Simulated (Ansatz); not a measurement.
# LiRe2 in the C11b ordering: coupling and resistivity against added charge, part 3 of 5

How do λ and ρ of LiRe2 in the C11b ordering move with the band filling? The first relaxation steps of the session are not shown, so no cell shown is the starting entry, unless a step says so.

Ansatz 0.2.0; DFT PBE, scalar-relativistic, plane waves, PAW; PAW set soft_1.

So far, coupling constant λ: step 3 (electron–phonon run: q 2×2×2, k 8×8×8, scattering 12×12×12) 0.770. Also resistivity at 300 K (μΩ cm): step 3 27.1. The relaxed cell has a = 3.123, c = 8.528 Å (conventional setting).

The structure was built from a prototype and need not be the compound's stable phase.

### Step 4. Coupling and resistivity: 0.3 holes added a cell on a uniform background

Added charge moves the Fermi level through the bands.

Contents of input.yaml:

```yaml
crystal:
  lattice:
    - [3.1232212887, 0.0, -1.6104e-06]
    - [0.0, 3.1232212887, -1.6104e-06]
    - [1.5616128428, 1.5616128428, 4.2638304262]
  atoms:
    - { symbol: Li, position: [0.0, 0.0, 0.0] }
    - { symbol: Re, position: [0.6729854055, 0.6729854055, 0.6540291891] }
    - { symbol: Re, position: [0.3270145946, 0.3270145946, 0.3459708109] }
total_charge: 0.3
kpoints:
  mp_grid: { grid: [8, 8, 8] }
hamiltonian:
  xc: pbe
  pseudopotentials: { kind: paw, azcp: { folder: soft_1 } }
scf:
  occupations: { method: methfessel_paxton, width: 0.2 }
output:
  eigenvalues: true
phonons:
  method: dfpt
  qmesh: [2, 2, 2]
  temperatures: { t_max: 1000, t_step: 50 }
  qpath:
    path:
      - [[0.0, 0.0, 0.0], [0.5, 0.5, 0.5], [0.5, 0.5, 0.75], [0.5, 0.0, 0.5], [0.0, 0.0, 0.0], [0.0, 0.0, 0.5], [0.432932, 0.0, 0.716466]]
      - [[0.567068, 0.0, 0.283534], [0.0, 0.0, 0.0]]
      - [[0.5, 0.5, 0.5], [0.567068, 0.432932, 0.5]]
      - [[0.432932, 0.432932, 0.932932], [0.0, 0.0, 0.5]]
    npoints: 10
  electrical_resistivity:
    mesh: [12, 12, 12]
    temperatures: [20.0, 50.0, 77.0, 100.0, 150.0, 200.0, 300.0, 400.0, 600.0, 800.0]
```

The run is started by

```console
ansatz run input.yaml --threads 4 --pin off --max-ram 12288MiB --backend cpu --events-out ev --progress --plain --runs-dir out
```

Numbers of over 12 decimals in the logs are rounded to 6 here.

Output:

```text
[...]
Crystal: 3 atoms, lattice volume = 41.592 Å³
Basis set: ecut = 420 eV, 795 PW (Γ), exchange–correlation on 72×72×72 points (8 copies of the dense FFT grid, shifted against one another)
Bands: 21, of which v1, the nominal top of the filled ones, is band 16 counted from 1 (15 counted from 0)
Symmetry: 16 space group operations
k-points: 59 of 512
[...]
SCF iter   1: F=—  HF=-21948.068657 eV  |F-HF|=—  |Δ(HF+E_count)|=         —  Δρ=5.70e-2  dr2=1.03e0  ethr=3.10e-3  ⟨swp⟩=4.1  Hψ=4663  notcnv=0
[...]
SCF iter  10: F=-21947.695585 eV  HF=-21947.695585 eV  |F-HF|=7.28e-12  |Δ(HF+E_count)|=    0.00e0  S|Δr|=    0.00e0  Δρ=4.80e-8  dr2=6.38e-13  ethr=1.00e-12  ⟨swp⟩=5.4  Hψ=4925  notcnv=0
the search or the solves at the SCF's close seem to have found levels that the self-consistency loop had missed (the run counts 1). By its estimate they hold under 1e-12 electrons; where the run keeps them, the occupations were computed again with them
SCF 1 converged in 10 iterations: F = -21947.695585 eV  dr2 = 6.38e-13
[...]
SCF iter   1: F=—  HF=-21948.068657 eV  |F-HF|=—  |Δ(HF+E_count)|=         —  Δρ=5.70e-2  dr2=1.03e0  ethr=3.10e-3  ⟨swp⟩=4.1  Hψ=4663  notcnv=0
[...]
SCF iter  10: F=-21947.695585 eV  HF=-21947.695585 eV  |F-HF|=3.64e-12  |Δ(HF+E_count)|=    0.00e0  S|Δr|=    0.00e0  Δρ=4.82e-8  dr2=6.46e-13  ethr=1.00e-12  ⟨swp⟩=2.7  Hψ=2549  notcnv=0
SCF 2 converged in 10 iterations: F = -21947.695585 eV  dr2 = 6.46e-13
[...]
SCF converged after 10 iterations
[...]
Free energy (F): -21947.695585 eV
[...]
Internal energy: -21947.697577 eV  (E = F + TS)
E sigma→0 (E₀):  -21947.696083 eV
Entropy (-TS):   0.001991 eV (0.664 meV/atom)
Fermi energy:    17.354677 eV
[...]
--- Band table (eV; the first three rows and the last of 59) ---
  k-point 0: bands = [... 12 lower, 16.0412, 16.0792, 16.8595, 16.8595, 17.1289, 17.7163, 17.7163, 21.0041, ... 1 higher]
  k-point 1: bands = [... 12 lower, 15.8775, 16.0914, 16.6518, 16.6518, 17.2207, 18.0206, 18.0206, 20.9747, ... 1 higher]
  k-point 2: bands = [... 12 lower, 15.3978, 16.1215, 16.3538, 16.3538, 17.4438, 18.5809, 18.5809, 20.9035, ... 1 higher]
  k-point 58: bands = [... 12 lower, 14.2162, 16.1698, 16.1698, 17.2817, 19.6869, 19.8116, 19.8918, 20.5182, ... 1 higher]
[...]
ASR residual: 2.617e-5 → 0.000e0 eV/Å²; symmetrization residual: 1.992e-7 eV/Å²
  ASR residual per site (eV/Å²): 2.62e-5 8.95e-6 8.95e-6
  Γ frequencies (cm⁻¹): 0.00 0.00 0.00 154.22 154.22 172.79 470.83 470.83 534.97
--- Phonons (arbitrary-q DFPT): 4 irreducible q on the 2×2×2 mesh ---
[...]
interpolated dispersion: 94 rows × 9 modes
[...]
--- Electrical resistivity: potentials and phonons of a 2×2×2 supercell ---
[...]
at the Fermi level of each mesh (of a tensor a third of its trace):
[...]
12×12×12                     1.2735              5.4842    1.1862    1.0288          12.321
          6×6×6                     1.2623              5.5213    1.2521    1.0834          12.283
          3×3×3                     2.1305              5.6321    2.4178    2.4571           9.677
  resistivity on the deck's mesh, µΩ·cm:
[...]
20.00     1.7698e-1              no     1.4349e-1     1.4349e-1     2.4398e-1       3.0330e-1         1.7993e-1
     50.00      2.8032e0              no      2.4348e0      2.4348e0      3.5399e0        3.5220e0          2.8240e0
     77.00      6.5593e0              no      5.8119e0      5.8119e0      8.0542e0        7.5974e0          6.6403e0
    100.00      9.8896e0              no      8.8175e0      8.8175e0      1.2034e1        1.1147e1          1.0031e1
    150.00      1.6954e1              no      1.5171e1      1.5171e1      2.0518e1        1.8737e1          1.7217e1
    200.00      2.3846e1              no      2.1341e1      2.1341e1      2.8855e1        2.6213e1          2.4220e1
    300.00      3.7449e1              no      3.3468e1      3.3468e1      4.5411e1        4.1111e1          3.8038e1
    400.00      5.0982e1              no      4.5491e1      4.5491e1      6.1966e1        5.6113e1          5.1796e1
    600.00      7.7915e1              no      6.9310e1      6.9310e1      9.5125e1        8.6467e1          7.9200e1
    800.00      1.0432e2              no      9.2440e1      9.2440e1      1.2807e2        1.1688e2          1.0609e2
[...]
vibrations of 8 cells: unjudged by the run; compare a larger repeat
[...]
```

The job ended after 1.9 min (4 threads of AMD EPYC 7R43, shared host; peak memory 1 GiB; 7 min of CPU time).

This step gave:

* zero point energy: 0.1359 eV/cell
* highest frequency, solved or plainly interpolated: 535.9 cm⁻¹
* Debye temperature (second moment): 562 K
* resistivity at 300 K: 37.45 μΩ cm, mean of the axes
* coupling constant λ: 1.186
* density of states at the Fermi level: 1.274 states/eV a spin and cell
* log mean phonon energy ħω_log: 12.32 meV
* transport coupling constant λ_tr: 1.016, 1.016, 1.055 (xx, yy, zz)
* Drude plasma energy: 5.637, 5.637, 5.164 eV (xx, yy, zz)
* resistivity times mean free path: 7.064, 7.064, 9.347 × 10⁻¹⁶ Ω m² (xx, yy, zz)
* second-moment phonon energy ħω₂: 15.96 meV, from the broadened α²F curve

The Eliashberg function α²F has structure finer than the step of the table below, so its rows give means over 2 meV, whole bins alone (the curve runs from 0.26 to 66.2 meV). Peaks (meV: height): α²F 9.6: 0.458, 11.7: 0.835, 12.7: 0.636, 16.9: 1.01, 20.5: 0.849, 58.4: 0.485; α²F tr 9.6: 0.406, 11.7: 0.524, 12.7: 0.513, 16.9: 0.868, 20.5: 0.867, 58.4: 0.582.

The Eliashberg function α²F by phonon energy; means over each step:

| phonon energy (meV) | α²F | α²F tr |
| --- | --- | --- |
| 2 | 0.00158 | 6.9e-4 |
| 4 | 0.0286 | 0.0234 |
| 6 | 0.164 | 0.168 |
| 8 | 0.290 | 0.271 |
| 10 | 0.401 | 0.350 |
| 12 | 0.623 | 0.453 |
| 14 | 0.354 | 0.285 |
| 16 | 0.402 | 0.324 |
| 18 | 0.557 | 0.479 |
| 20 | 0.761 | 0.712 |
| 22 | 0.185 | 0.165 |
| 24 | 0.0179 | 0.0130 |
| 26 | 0 | 0 |
| 28 | 0 | 0 |
| 30 | 0 | 0 |
| 32 | 0 | 0 |
| 34 | 0 | 0 |
| 36 | 0 | 0 |
| 38 | 0 | 0 |
| 40 | 0 | 0 |
| 42 | 0 | 0 |
| 44 | 0 | 0 |
| 46 | 0 | 0 |
| 48 | 0 | 0 |
| 50 | 0 | 0 |
| 52 | 0 | 0 |
| 54 | 0 | 0 |
| 56 | 0 | 0 |
| 58 | 0.207 | 0.244 |
| 60 | 0.00855 | 0.00803 |
| 62 | 0 | 0 |

By its own test the run is not converged in the mesh. λ = 1.19 and 37.5 μΩ cm at 300 K, against 0.770 and 27.1 in the neutral cell (+54.0 % and +38.1 %). N(E_F) moves by +15.6 % and the coupling-weighted phonon energy by -13.5 %; λ goes as N/ω², which would give +54.5 % if the matrix elements stayed. The run's own test puts 48 % between its two finest meshes on the component of the resistivity at 300 K that moves most, more than that change; on the next coarser mesh the mean ρ changes by +52.4 % between the two runs, against +38.1 % on the finest.

### Step 5. Coupling and resistivity: 0.3 electrons added a cell on a uniform background

Added charge moves the Fermi level through the bands.

Changes to input.yaml since step 4:

```diff
@@ -9,3 +9,3 @@
     - { symbol: Re, position: [0.3270145946, 0.3270145946, 0.3459708109] }
-total_charge: 0.3
+total_charge: -0.3
 kpoints:
```

Output:

```text
[...]
Crystal: 3 atoms, lattice volume = 41.592 Å³
Basis set: ecut = 420 eV, 795 PW (Γ), exchange–correlation on 72×72×72 points (8 copies of the dense FFT grid, shifted against one another)
Bands: 21, of which v1, the nominal top of the filled ones, is band 17 counted from 1 (16 counted from 0)
Symmetry: 16 space group operations
k-points: 59 of 512
[...]
SCF iter   1: F=—  HF=-21938.530431 eV  |F-HF|=—  |Δ(HF+E_count)|=         —  Δρ=8.39e-2  dr2=3.85e0  ethr=3.10e-3  ⟨swp⟩=4.1  Hψ=4659  notcnv=0
[...]
SCF iter  10: F=-21937.201303 eV  HF=-21937.201303 eV  |F-HF|=3.64e-12  |Δ(HF+E_count)|=  1.46e-11  S|Δr|=    0.00e0  Δρ=1.35e-7  dr2=6.20e-12  ethr=1.00e-12  ⟨swp⟩=4.4  Hψ=5272  notcnv=0
SCF 1 converged in 10 iterations: F = -21937.201303 eV  dr2 = 6.20e-12
[...]
SCF iter   1: F=—  HF=-21938.530431 eV  |F-HF|=—  |Δ(HF+E_count)|=         —  Δρ=8.39e-2  dr2=3.85e0  ethr=3.10e-3  ⟨swp⟩=4.1  Hψ=4659  notcnv=0
[...]
SCF iter  10: F=-21937.201303 eV  HF=-21937.201303 eV  |F-HF|=1.09e-11  |Δ(HF+E_count)|=  1.46e-11  S|Δr|=    0.00e0  Δρ=1.35e-7  dr2=6.21e-12  ethr=1.00e-12  ⟨swp⟩=1.9  Hψ=3137  notcnv=0
SCF 2 converged in 10 iterations: F = -21937.201303 eV  dr2 = 6.21e-12
[...]
SCF converged after 10 iterations
[...]
Free energy (F): -21937.201303 eV
[...]
Internal energy: -21937.199575 eV  (E = F + TS)
E sigma→0 (E₀):  -21937.200871 eV
Entropy (-TS):   -0.001728 eV (-0.576 meV/atom)
Fermi energy:    17.627668 eV
[...]
--- Band table (eV; the first three rows and the last of 59) ---
  k-point 0: bands = [... 13 lower, 16.1301, 16.9157, 16.9157, 17.1207, 17.6999, 17.6999, 21.0856, 23.4217]
  k-point 1: bands = [... 13 lower, 16.1428, 16.6946, 16.6946, 17.2171, 18.0206, 18.0206, 21.0549, 22.1794]
  k-point 2: bands = [... 13 lower, 16.1738, 16.3894, 16.3894, 17.4515, 18.5978, 18.5978, 20.9808, 21.2777]
  k-point 58: bands = [... 13 lower, 16.0910, 16.0910, 17.2970, 19.7606, 19.8964, 19.9788, 20.4123, 20.4123]
[...]
ASR residual: 5.622e-5 → 0.000e0 eV/Å²; symmetrization residual: 1.837e-7 eV/Å²
  ASR residual per site (eV/Å²): 5.62e-5 4.29e-5 4.29e-5
  Γ frequencies (cm⁻¹): 0.00 0.00 0.00 164.87 172.49 172.49 467.48 467.48 535.95
--- Phonons (arbitrary-q DFPT): 4 irreducible q on the 2×2×2 mesh ---
[...]
interpolated dispersion: 94 rows × 9 modes
[...]
--- Electrical resistivity: potentials and phonons of a 2×2×2 supercell ---
[...]
at the Fermi level of each mesh (of a tensor a third of its trace):
[...]
12×12×12                     1.0168              5.2077    0.6745    0.6126          15.271
          6×6×6                     0.9945              5.4498    0.6436    0.6118          15.442
          3×3×3                     2.1292              6.1957    1.2844    1.2612          17.428
  resistivity on the deck's mesh, µΩ·cm:
[...]
20.00     5.1430e-2              no     4.3094e-2     4.3094e-2     6.8102e-2       9.2999e-2         5.8905e-2
     50.00      1.4087e0              no      1.2634e0      1.2634e0      1.6995e0        1.7632e0          1.4594e0
     77.00      3.8085e0              no      3.4937e0      3.4937e0      4.4380e0        4.2681e0          3.9457e0
    100.00      6.0676e0              no      5.6115e0      5.6115e0      6.9796e0        6.5293e0          6.2972e0
    150.00      1.0854e1              no      1.0091e1      1.0091e1      1.2381e1        1.1329e1          1.1279e1
    200.00      1.5352e1              no      1.4264e1      1.4264e1      1.7527e1        1.5907e1          1.5953e1
    300.00      2.3691e1              no      2.1896e1      2.1896e1      2.7279e1        2.4567e1          2.4619e1
    400.00      3.1434e1              no      2.8857e1      2.8857e1      3.6590e1        3.2806e1          3.2677e1
    600.00      4.5856e1              no      4.1481e1      4.1481e1      5.4606e1        4.8681e1          4.7718e1
    800.00      5.9419e1              no      5.2953e1      5.2953e1      7.2350e1        6.4313e1          6.1900e1
[...]
vibrations of 8 cells: unjudged by the run; compare a larger repeat
[...]
```

Elapsed: 1.9 min, on 4 threads; peak memory 1 GiB.

Numbers from this step:

- zero point energy: 0.1413 eV/cell
- highest frequency, solved or plainly interpolated: 536.0 cm⁻¹
- Debye temperature (second moment): 568 K
- resistivity at 300 K: 23.69 μΩ cm, mean of the axes
- coupling constant λ: 0.6745
- density of states at the Fermi level: 1.017 states/eV a spin and cell
- log mean phonon energy ħω_log: 15.27 meV
- transport coupling constant λ_tr: 0.606, 0.606, 0.6257 (xx, yy, zz)
- Drude plasma energy: 5.321, 5.321, 4.973 eV (xx, yy, zz)
- resistivity times mean free path: 9.187, 9.187, 9.666 × 10⁻¹⁶ Ω m² (xx, yy, zz)
- second-moment phonon energy ħω₂: 19.15 meV, from the broadened α²F curve

Some points of the scattering mesh along the symmetry lines, up to three branches each (those of largest λ), at most 39 rows; the frequencies are those of the scattering step, which can differ from the solved and plainly interpolated ones; single rows converge slowly. Mode couplings:

| q1 | q2 | q3 | branch | ħω (meV) | λ_q | half width (meV) |
| --- | --- | --- | --- | --- | --- | --- |
| 0.4167 | 0.4167 | 0.4167 | 1 | 11.26 | 0.098 | 0.0397 |
| 0.4167 | 0.4167 | 0.4167 | 3 | 16.3 | 0.176 | 0.149 |
| 0.4167 | 0.4167 | 0.4167 | 5 | 21.1 | 0.0659 | 0.0936 |
| 0.5 | 0.1667 | 0.5833 | 1 | 12.48 | 0.185 | 0.0921 |
| 0.5 | 0.1667 | 0.5833 | 2 | 12.76 | 0.109 | 0.0566 |
| 0.5 | 0.1667 | 0.5833 | 3 | 16.41 | 0.229 | 0.197 |
| 0.1667 | 0 | 0.1667 | 3 | 8.42 | 0.213 | 0.0483 |
| 0.1667 | 0 | 0.1667 | 5 | 21 | 0.21 | 0.296 |
| 0.1667 | 0 | 0.1667 | 6 | 21.91 | 0.278 | 0.426 |
| 0 | 0 | 0.3333 | 1 | 6.87 | 0.068 | 0.0102 |
| 0 | 0 | 0.3333 | 3 | 9.63 | 0.272 | 0.0805 |
| 0 | 0 | 0.3333 | 6 | 24.73 | 0.188 | 0.367 |
| 0 | 0 | 0.5 | 1 | 8.15 | 0.0949 | 0.0201 |
| 0 | 0 | 0.5 | 3 | 11.37 | 0.371 | 0.153 |
| 0 | 0 | 0.5 | 6 | 25.9 | 0.143 | 0.307 |

By its own test the run is not converged in the mesh. λ = 0.674 and 23.7 μΩ cm at 300 K, against 0.770 and 27.1 in the neutral cell (-12.4 % and -12.6 %).

### Step 6. Resistivity: 0.6 holes added a cell on a uniform background

Added charge moves the Fermi level through the bands.

Changes to input.yaml since step 5:

```diff
@@ -9,3 +9,3 @@
     - { symbol: Re, position: [0.3270145946, 0.3270145946, 0.3459708109] }
-total_charge: -0.3
+total_charge: 0.6
 kpoints:
```

Output:

```text
[the first part of the log is left out]
  E_hartree    = 808.163142
  E_xc         = -713.193336
  E_vxc        = -580.181285  (∫ρ·V_xc dr)
  E_paw        = -17432.066217  (= ΣΔE_a)
  E_vpaw       = -319.010667  (= ΣTr[D̂ρ^β])
  E_aug_tail   = 0.000385  (compensation charges beyond the density's cutoff)
  E_ewald      = -3514.955950
  E_smearing   = -0.000843  (= −TS)
  E_closure    = 0.000000  (closes the sum)
  E_deformation_potential = 16.101901  (in the stress; not in F)
  Σ components = -21952.888191   (vs F -21952.888191, Δ=0.00e0)
--- Band table (eV; the first three rows and the last of 59) ---
  k-point 0: bands = ["-62.4985", "-62.3110", "-26.3355", "-24.5521", "-24.5521", "-24.4764", "-23.9043", "-23.8644", "-23.8644", "9.4601", "12.4006", "13.2027", "16.0561", "16.0606", "16.8362", "16.8362", "17.1395", "17.7258", "17.7258", "20.9700", "23.5591"]
  k-point 1: bands = ["-62.4975", "-62.3120", "-26.3366", "-24.5541", "-24.5541", "-24.4599", "-23.9203", "-23.8623", "-23.8623", "9.5701", "12.3672", "13.1662", "15.9013", "16.0727", "16.6342", "16.6342", "17.2292", "18.0230", "18.0230", "20.9411", "22.2449"]
  k-point 2: bands = ["-62.4950", "-62.3146", "-26.3392", "-24.5588", "-24.5588", "-24.4151", "-23.9638", "-23.8572", "-23.8572", "9.8690", "12.2899", "13.0809", "15.4415", "16.1023", "16.3394", "16.3394", "17.4472", "18.5755", "18.5755", "20.8713", "21.2684"]
  k-point 58: bands = ["-62.3950", "-62.3877", "-26.3194", "-24.8492", "-24.8492", "-24.2407", "-24.0899", "-23.8864", "-23.8864", "12.8953", "13.3566", "14.2283", "14.2283", "16.2130", "16.2130", "17.2724", "19.6547", "19.7783", "19.8575", "20.5771", "20.5771"]
--- Phonons (Γ-DFPT): 4 representative perturbations + reference (Σ response iterations 15) ---
  ASR residual: 3.734e-5 → 0.000e0 eV/Å²; symmetrization residual: 1.065e-7 eV/Å²
  ASR residual per site (eV/Å²): 3.73e-5 1.58e-5 1.58e-5
  Γ frequencies (cm⁻¹): 0.00 0.00 0.00 106.10 106.10 151.70 472.96 472.96 531.95
--- Phonons (arbitrary-q DFPT): 4 irreducible q on the 2×2×2 mesh ---
  q = [0.0000, 0.0000, 0.0000] (star 1, of the zone-centre solve; hermiticity 2.02e-8, symmetrization 5.52e-9): 0.00 0.00 0.00 106.10 106.10 151.70 472.96 472.96 531.95
  q = [0.0000, 0.0000, -0.5000] (star 1, 4 solved perturbations in 600 linear systems a pass and spin channel, the states on 260 of 512 k-point pairs; hermiticity 2.04e-8, symmetrization 2.51e-9): 61.36 61.36 68.67 68.67 71.83 188.65 466.03 466.03 528.35
  q = [0.0000, -0.5000, 0.0000] (star 4, 6 solved perturbations in 1340 linear systems a pass and spin channel, the states on 260 of 512 k-point pairs; hermiticity 2.02e-8, symmetrization 8.23e-9): 66.46 99.13 118.67 124.33 141.89 160.21 469.94 474.15 535.09
  q = [-0.5000, -0.5000, 0.0000] (star 2, 4 solved perturbations in 820 linear systems a pass and spin channel, the states on 260 of 512 k-point pairs; hermiticity 2.06e-8, symmetrization 4.64e-9): -21.43 34.41 98.77 124.69 146.14 169.08 472.51 476.92 534.29
  sum rule: each row above includes the acoustic sum rule's correction from the zone centre's row sums; it moved no ω² by more than (1.21 cm⁻¹)²
  mesh force constants: q→R imaginary residual 1.40e-17; ASR residual 3.734e-5 → 0.000e0 eV/Å²; symmetrization residual 1.243e-14 eV/Å²
  interpolated dispersion: 94 rows × 9 modes
  density of states and harmonic sums: on the 22×22×16 q-mesh, interpolated from the force constants of a 2×2×2 supercell (no non-analytic term)
  largest difference from the sums on the solved wave vectors: F 1.36e-1 eV, S 1.82e-4 and C_V 4.56e-5 eV/K
  zero-point energy: 0.130675 eV/cell   skipped modes (ω ≤ 0): 192, of them read as no rigid motion or as one in doubt: 189 (9.582e-2 modes/cell left out, lowest -28.29 cm⁻¹)   left out of the sums: 1.07e-2 of the cell's modes: C_V's classical limit lies that fraction below 3 k_B per atom; for a crystal, a wire or a layer, F and S can be off by more, and a phonons.interpolated_qmesh denser along its periods is the remedy for the sampling
Error: electrical resistivity: the mode of lowest frequency at the wavevector [-0.5000, -0.5000, 0.2500] is imaginary, -28.29 cm⁻¹ (written negative): the force constants describe an unstable lattice; relax the structure, enlarge phonons.supercell (under dfpt, kpoints.mp_grid), or, with a block electrical_resistivity or superconductivity, name a file of force constants under which the crystal is stable (phonons.electron_phonon_force_constants)
The harmonic force constants that this run solved are whole in <dir>
```

Run time: 73 s. Hardware: 4 threads; peak memory 1 GiB.

The run ended with an error.

The program's message: “electrical resistivity: the mode of lowest frequency at the wavevector [-0.5000, -0.5000, 0.2500] is imaginary, -28.29 cm⁻¹ (written negative): the force constants describe an unstable lattice; relax …”

The run stops because a mode is imaginary on the scattering mesh, where no scattering rate is defined; denser k meshes, other smearings and, between solved wavevectors, finer q meshes show whether the instability is real.

(Part 3 of 5 ends here.)

[Logs are printed without paths, hosts, clocks, repeated set-up lines and the standing remarks that a program may print on its own settings, such as how far it seeks lower states.]

[Hosts, paths, dates, database ids (printed as entryN), source tags and the programs' standing remarks are cut or masked in the printed files.]
